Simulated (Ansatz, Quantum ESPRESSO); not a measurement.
# Ballistic transmission: Cu(111) with five reversed steps (a twin lamella), part 2 of 4

Wanted: the transmission near the Fermi level and the conductance of this junction: Cu(111) with five reversed steps (a twin lamella).

Quantum ESPRESSO 7.5; plane-wave DFT, LDA, GBRV ultrasoft pseudopotentials; cross-check by Ansatz 0.2.0 with PAW datasets.

So far. Step 2 (Self-consistent run): The run needed 14 iterations to bring the estimated error under 1e-07 Ry; the largest force on any atom, held or free, is 0.02 eV/Å.

## 3. The open system

Level of this step: transmission by pwcond, lead and junction from one cell; plane-wave DFT, LDA, GBRV ultrasoft pseudopotentials (Quantum ESPRESSO).

prefixt takes both regions from one run: the lead from 0 to bdl, the scattering region from bdl to bds (units of alat). ikind = 1 puts the same lead on both sides. The program's T_tot counts both spins in a run without spin; the tables below give T per spin.

cond.in reads:

```
&inputcond
  outdir = './out'
  prefixt = 'scf'
  tran_file = 'cond.dat'
  bdl = 2.4494897430
  bds = 15.5134350387
  ikind = 1
  ewind = 4.0
  epsproj = 1e-05
  nz1 = 7
  energy0 = 0.4
  denergy = -0.4
/
14
  0.00000000 0.00000000 0.01000000
  0.00000000 0.10000000 0.06000000
  0.00000000 0.20000000 0.06000000
  0.00000000 0.30000000 0.06000000
  0.00000000 0.40000000 0.06000000
  0.00000000 0.50000000 0.03000000
  0.10000000 0.20000000 0.06000000
  0.10000000 0.30000000 0.12000000
  0.10000000 0.40000000 0.12000000
  0.10000000 0.50000000 0.12000000
  0.20000000 0.40000000 0.06000000
  0.20000000 0.50000000 0.12000000
  0.20000000 0.60000000 0.06000000
  0.30000000 0.60000000 0.06000000
3
```

On the command line:

```
$ OMP_NUM_THREADS=1 mpirun -n 4 pwcond.x -in cond.in > cond.out
```

Log:

```text
[banner, memory and clock lines left out]
Program PWCOND v.7.5 starts

          URL

     ./out/scf.save/

     IMPORTANT: XC functional enforced from input :
     Exchange-correlation= PZ
                           (   1   1   0   0   0   0   0)
     Any further DFT definition will be discarded
     Please, verify this is what you really want

     Check: negative core charge=   -0.000002
     Reading collected, re-writing distributed wavefunctions

===== INPUT FILE containing all the regions =====

     GEOMETRY:

     lattice parameter (alat)  =       4.8639  a.u.
     the volume                =    1545.9461 (a.u.)^3
     the cross section         =      20.4881 (a.u.)^2
     l of the unit cell        =      15.5134 (alat)
     number of atoms/cell      =           19
     number of atomic types    =            1

     crystal axes: (cart. coord. in units of alat)
               a(1) = (  1.0000  0.0000  0.0000 )
               a(2) = (  0.5000  0.8660  0.0000 )
               a(3) = (  0.0000  0.0000 15.5134 )

   Cartesian axes

     site n.     atom                  positions (alat units)
          1        Cu     tau(  1)=(  0.0000  0.0000 15.5134  )
          2        Cu     tau(  2)=(  0.5000  0.2887  0.8165  )
          3        Cu     tau(  3)=(  1.0000  0.5774  1.6330  )
          4        Cu     tau(  4)=(  0.0000  0.0000  2.4495  )
          5        Cu     tau(  5)=(  0.5000  0.2887  3.2660  )
          6        Cu     tau(  6)=(  1.0000  0.5774  4.0825  )
          7        Cu     tau(  7)=(  0.5000  0.2887  4.8990  )
          8        Cu     tau(  8)=(  0.0000  0.0000  5.7155  )
          9        Cu     tau(  9)=(  1.0000  0.5774  6.5320  )
         10        Cu     tau( 10)=(  0.5000  0.2887  7.3485  )
         11        Cu     tau( 11)=(  0.0000  0.0000  8.1650  )
         12        Cu     tau( 12)=(  0.5000  0.2887  8.9815  )
         13        Cu     tau( 13)=(  1.0000  0.5774  9.7980  )
         14        Cu     tau( 14)=(  0.0000  0.0000 10.6145  )
         15        Cu     tau( 15)=(  0.5000  0.2887 11.4310  )
         16        Cu     tau( 16)=(  1.0000  0.5774 12.2474  )
         17        Cu     tau( 17)=(  0.0000  0.0000 13.0639  )
         18        Cu     tau( 18)=(  0.5000  0.2887 13.8804  )
         19        Cu     tau( 19)=(  1.0000  0.5774 14.6969  )

     nr1s                      =           20
     nr2s                      =           20
     nr3s                      =          320
     nr1sx                     =           20
     nr2sx                     =           20
     nr3sx                     =          320
     nr1                       =           24
     nr2                       =           24
     nr3                       =          360
     nr1x                      =           24
     nr2x                      =           24
     nr3x                      =          360

 _______________________________
  Radii of nonlocal spheres:

     type       ibeta     ang. mom.          radius (alat units)
       Cu         1         0                    0.3212
       Cu         2         0                    0.3212
       Cu         3         1                    0.3212
       Cu         4         1                    0.3212
       Cu         5         2                    0.3212
       Cu         6         2                    0.3212
----- General information -----

--- T calc. with identical leads (ikind=1) ---

     nrx                       =           20
     nry                       =           20
     nz1                       =            7

     energy0               =         4.0E-01
     denergy               =        -4.0E-01
     nenergy               =          3
     ecut2d                =         4.0E+01
     ewind                 =         4.0E+00
     epsproj               =         1.0E-05

     number of k_|| points=   14
                       cryst. coord.
        k(    1) = (   0.0000000   0.0000000), wk =   0.0100000
        k(    2) = (   0.0000000   0.1000000), wk =   0.0600000
        k(    3) = (   0.0000000   0.2000000), wk =   0.0600000
        k(    4) = (   0.0000000   0.3000000), wk =   0.0600000
        k(    5) = (   0.0000000   0.4000000), wk =   0.0600000
        k(    6) = (   0.0000000   0.5000000), wk =   0.0300000
        k(    7) = (   0.1000000   0.2000000), wk =   0.0600000
        k(    8) = (   0.1000000   0.3000000), wk =   0.1200000
        k(    9) = (   0.1000000   0.4000000), wk =   0.1200000
        k(   10) = (   0.1000000   0.5000000), wk =   0.1200000
        k(   11) = (   0.2000000   0.4000000), wk =   0.0600000
        k(   12) = (   0.2000000   0.5000000), wk =   0.1200000
        k(   13) = (   0.2000000   0.6000000), wk =   0.0600000
        k(   14) = (   0.3000000   0.6000000), wk =   0.0600000
----- Information about left/right lead -----

     nocros                   =           18
     noins                    =           36
     norb                     =           72
     norbf                    =          306
     nrz                      =           51

      iorb      type   ibeta   ang. mom.   m       position (alat)
        1        1       1        0        1   taunew(   1)=(  0.0000  0.0000  0.0000)
        2        1       2        0        1   taunew(   2)=(  0.0000  0.0000  0.0000)
        3        1       3        1        1   taunew(   3)=(  0.0000  0.0000  0.0000)
        4        1       3        1        2   taunew(   4)=(  0.0000  0.0000  0.0000)
        5        1       3        1        3   taunew(   5)=(  0.0000  0.0000  0.0000)
        6        1       4        1        1   taunew(   6)=(  0.0000  0.0000  0.0000)
        7        1       4        1        2   taunew(   7)=(  0.0000  0.0000  0.0000)
        8        1       4        1        3   taunew(   8)=(  0.0000  0.0000  0.0000)
        9        1       5        2        1   taunew(   9)=(  0.0000  0.0000  0.0000)
       10        1       5        2        2   taunew(  10)=(  0.0000  0.0000  0.0000)
       11        1       5        2        3   taunew(  11)=(  0.0000  0.0000  0.0000)
       12        1       5        2        4   taunew(  12)=(  0.0000  0.0000  0.0000)
       13        1       5        2        5   taunew(  13)=(  0.0000  0.0000  0.0000)
       14        1       6        2        1   taunew(  14)=(  0.0000  0.0000  0.0000)
       15        1       6        2        2   taunew(  15)=(  0.0000  0.0000  0.0000)
       16        1       6        2        3   taunew(  16)=(  0.0000  0.0000  0.0000)
       17        1       6        2        4   taunew(  17)=(  0.0000  0.0000  0.0000)
       18        1       6        2        5   taunew(  18)=(  0.0000  0.0000  0.0000)
[...]
242        1       4        1        3   taunew( 242)=(  0.0000  0.0000 10.6145)
      243        1       5        2        1   taunew( 243)=(  0.0000  0.0000 10.6145)
      244        1       5        2        2   taunew( 244)=(  0.0000  0.0000 10.6145)
      245        1       5        2        3   taunew( 245)=(  0.0000  0.0000 10.6145)
      246        1       5        2        4   taunew( 246)=(  0.0000  0.0000 10.6145)
      247        1       5        2        5   taunew( 247)=(  0.0000  0.0000 10.6145)
      248        1       6        2        1   taunew( 248)=(  0.0000  0.0000 10.6145)
      249        1       6        2        2   taunew( 249)=(  0.0000  0.0000 10.6145)
      250        1       6        2        3   taunew( 250)=(  0.0000  0.0000 10.6145)
      251        1       6        2        4   taunew( 251)=(  0.0000  0.0000 10.6145)
      252        1       6        2        5   taunew( 252)=(  0.0000  0.0000 10.6145)
      253        1       1        0        1   taunew( 253)=(  0.5000  0.2887 11.4310)
      254        1       2        0        1   taunew( 254)=(  0.5000  0.2887 11.4310)
      255        1       3        1        1   taunew( 255)=(  0.5000  0.2887 11.4310)
      256        1       3        1        2   taunew( 256)=(  0.5000  0.2887 11.4310)
      257        1       3        1        3   taunew( 257)=(  0.5000  0.2887 11.4310)
      258        1       4        1        1   taunew( 258)=(  0.5000  0.2887 11.4310)
      259        1       4        1        2   taunew( 259)=(  0.5000  0.2887 11.4310)
      260        1       4        1        3   taunew( 260)=(  0.5000  0.2887 11.4310)
      261        1       5        2        1   taunew( 261)=(  0.5000  0.2887 11.4310)
      262        1       5        2        2   taunew( 262)=(  0.5000  0.2887 11.4310)
      263        1       5        2        3   taunew( 263)=(  0.5000  0.2887 11.4310)
      264        1       5        2        4   taunew( 264)=(  0.5000  0.2887 11.4310)
      265        1       5        2        5   taunew( 265)=(  0.5000  0.2887 11.4310)
      266        1       6        2        1   taunew( 266)=(  0.5000  0.2887 11.4310)
      267        1       6        2        2   taunew( 267)=(  0.5000  0.2887 11.4310)
      268        1       6        2        3   taunew( 268)=(  0.5000  0.2887 11.4310)
      269        1       6        2        4   taunew( 269)=(  0.5000  0.2887 11.4310)
      270        1       6        2        5   taunew( 270)=(  0.5000  0.2887 11.4310)
      271        1       1        0        1   taunew( 271)=(  1.0000  0.5774 12.2474)
      272        1       2        0        1   taunew( 272)=(  1.0000  0.5774 12.2474)
      273        1       3        1        1   taunew( 273)=(  1.0000  0.5774 12.2474)
      274        1       3        1        2   taunew( 274)=(  1.0000  0.5774 12.2474)
      275        1       3        1        3   taunew( 275)=(  1.0000  0.5774 12.2474)
      276        1       4        1        1   taunew( 276)=(  1.0000  0.5774 12.2474)
      277        1       4        1        2   taunew( 277)=(  1.0000  0.5774 12.2474)
      278        1       4        1        3   taunew( 278)=(  1.0000  0.5774 12.2474)
      279        1       5        2        1   taunew( 279)=(  1.0000  0.5774 12.2474)
      280        1       5        2        2   taunew( 280)=(  1.0000  0.5774 12.2474)
      281        1       5        2        3   taunew( 281)=(  1.0000  0.5774 12.2474)
      282        1       5        2        4   taunew( 282)=(  1.0000  0.5774 12.2474)
      283        1       5        2        5   taunew( 283)=(  1.0000  0.5774 12.2474)
      284        1       6        2        1   taunew( 284)=(  1.0000  0.5774 12.2474)
      285        1       6        2        2   taunew( 285)=(  1.0000  0.5774 12.2474)
      286        1       6        2        3   taunew( 286)=(  1.0000  0.5774 12.2474)
      287        1       6        2        4   taunew( 287)=(  1.0000  0.5774 12.2474)
      288        1       6        2        5   taunew( 288)=(  1.0000  0.5774 12.2474)
      289        1       1        0        1   taunew( 289)=(  0.0000  0.0000 13.0639)
      290        1       2        0        1   taunew( 290)=(  0.0000  0.0000 13.0639)
      291        1       3        1        1   taunew( 291)=(  0.0000  0.0000 13.0639)
      292        1       3        1        2   taunew( 292)=(  0.0000  0.0000 13.0639)
      293        1       3        1        3   taunew( 293)=(  0.0000  0.0000 13.0639)
      294        1       4        1        1   taunew( 294)=(  0.0000  0.0000 13.0639)
      295        1       4        1        2   taunew( 295)=(  0.0000  0.0000 13.0639)
      296        1       4        1        3   taunew( 296)=(  0.0000  0.0000 13.0639)
      297        1       5        2        1   taunew( 297)=(  0.0000  0.0000 13.0639)
      298        1       5        2        2   taunew( 298)=(  0.0000  0.0000 13.0639)
      299        1       5        2        3   taunew( 299)=(  0.0000  0.0000 13.0639)
      300        1       5        2        4   taunew( 300)=(  0.0000  0.0000 13.0639)
      301        1       5        2        5   taunew( 301)=(  0.0000  0.0000 13.0639)
      302        1       6        2        1   taunew( 302)=(  0.0000  0.0000 13.0639)
      303        1       6        2        2   taunew( 303)=(  0.0000  0.0000 13.0639)
      304        1       6        2        3   taunew( 304)=(  0.0000  0.0000 13.0639)
      305        1       6        2        4   taunew( 305)=(  0.0000  0.0000 13.0639)
      306        1       6        2        5   taunew( 306)=(  0.0000  0.0000 13.0639)
 ngper, shell number =           61           9
 ngper, n2d =           61          55
---  E-Ef =    0.4000000  k =    0.0000000   0.0000000
---  ie =          1  ik =          1
 Nchannels of the left tip =            0
 Right moving states:
   k1(2pi/a)   k2(2pi/a)   E-Ef (eV)
 Left moving states:
   k1(2pi/a)   k2(2pi/a)   E-Ef (eV)

 to transmit
          E-Ef(ev), T =    0.4000000   0.0000000
---  E-Ef =    0.0000000  k =    0.0000000   0.0000000
---  ie =          2  ik =          1
 Nchannels of the left tip =            0
 Right moving states:
   k1(2pi/a)   k2(2pi/a)   E-Ef (eV)
 Left moving states:
   k1(2pi/a)   k2(2pi/a)   E-Ef (eV)

 to transmit
          E-Ef(ev), T =    0.0000000   0.0000000
---  E-Ef =   -0.4000000  k =    0.0000000   0.0000000
---  ie =          3  ik =          1
 Nchannels of the left tip =            0
 Right moving states:
   k1(2pi/a)   k2(2pi/a)   E-Ef (eV)
 Left moving states:
   k1(2pi/a)   k2(2pi/a)   E-Ef (eV)

 to transmit
          E-Ef(ev), T =   -0.4000000   0.0000000
 ngper, shell number =           61          35
 ngper, n2d =           61          60
[... further energies and points left out ...]
---  E-Ef =    0.4000000  k =    0.3000000   0.6000000
---  ie =          1  ik =         14
 Nchannels of the left tip =            0
 Right moving states:
   k1(2pi/a)   k2(2pi/a)   E-Ef (eV)
 Left moving states:
   k1(2pi/a)   k2(2pi/a)   E-Ef (eV)

 to transmit
          E-Ef(ev), T =    0.4000000   0.0000000
---  E-Ef =    0.0000000  k =    0.3000000   0.6000000
---  ie =          2  ik =         14
 Nchannels of the left tip =            0
 Right moving states:
   k1(2pi/a)   k2(2pi/a)   E-Ef (eV)
 Left moving states:
   k1(2pi/a)   k2(2pi/a)   E-Ef (eV)

 to transmit
          E-Ef(ev), T =    0.0000000   0.0000000
---  E-Ef =   -0.4000000  k =    0.3000000   0.6000000
---  ie =          3  ik =         14
 Nchannels of the left tip =            0
 Right moving states:
   k1(2pi/a)   k2(2pi/a)   E-Ef (eV)
 Left moving states:
   k1(2pi/a)   k2(2pi/a)   E-Ef (eV)

 to transmit
          E-Ef(ev), T =   -0.4000000   0.0000000
   T_tot     0.40000      0.15863E+01
   T_tot     0.00000      0.17006E+01
   T_tot    -0.40000      0.14518E+01

Note: The following floating-point exceptions are signalling: IEEE_UNDERFLOW_FLAG
Note: The following floating-point exceptions are signalling: IEEE_UNDERFLOW_FLAG
Note: The following floating-point exceptions are signalling: IEEE_UNDERFLOW_FLAG
Note: The following floating-point exceptions are signalling: IEEE_UNDERFLOW_FLAG
```

The job ended after 48 s (4 MPI ranks of Arm Neoverse V2, shared host; peak memory 0.27 GiB; 3.2 min of CPU time).

Numbers from this step:

| Quantity | Value |
| --- | --- |
| lead channels at the Fermi level, one spin | 0.87 |
| transmission at the Fermi level, one spin | 0.8503 |
| conductance | 0.8503 G₀ |

Per spin; mean over the k mesh across the current. Open channels, zone mean against energy, zero at the Fermi level:

```
energy (eV)  open channels, zone mean
     -0.400                      0.75
      0.000                      0.87
      0.400                      0.81
```

Per spin; mean over the k mesh across the current. The transmission, zone mean by energy, zero at the Fermi level:

```
energy (eV)  transmission, zone mean
     -0.400                    0.726
      0.000                    0.850
      0.400                    0.793
```

At 0.000 eV; k in fractions of b1, b2. Transmission by k point:

```
 k1   k2  weight       t  channels
  0    0    0.01       0         0
  0  0.1    0.06  0.9992         1
  0  0.2    0.06       1         1
  0  0.3    0.06       1         1
  0  0.4    0.06   0.999         1
  0  0.5    0.03  0.4691         1
0.1  0.2    0.06       1         1
0.1  0.3    0.12       1         1
0.1  0.4    0.12  0.9996         1
0.1  0.5    0.12  0.9957         1
0.2  0.4    0.06   0.998         1
0.2  0.5    0.12  0.9753         1
0.2  0.6    0.06       0         0
0.3  0.6    0.06       0         0
```

The program's own clock; routines nest. Time by routine:

```
     routine  wall time (s)  calls
      PWCOND          47.04      1
scatter_forw          39.86     84
      compbs           2.44     42
       local           2.25     14
    compbs_2           2.03     42
        init            0.5      1
       poten           0.05      1
```

At no point does T exceed the number of channels.

(Part 2 of 4 ends here.)

[Logs are printed without paths, hosts, clocks, repeated set-up lines and the standing remarks that a program may print on its own settings, such as how far it seeks lower states.]

[Hosts, paths, dates, database ids (printed as entryN), source tags and the programs' standing remarks are cut or masked in the printed files.]

[Maps of the electrostatic potential energy from Ansatz leave out the sawtooth potential of an applied field or a dipole correction, so their vacuum need not be flat; planar profiles and work functions include it.]
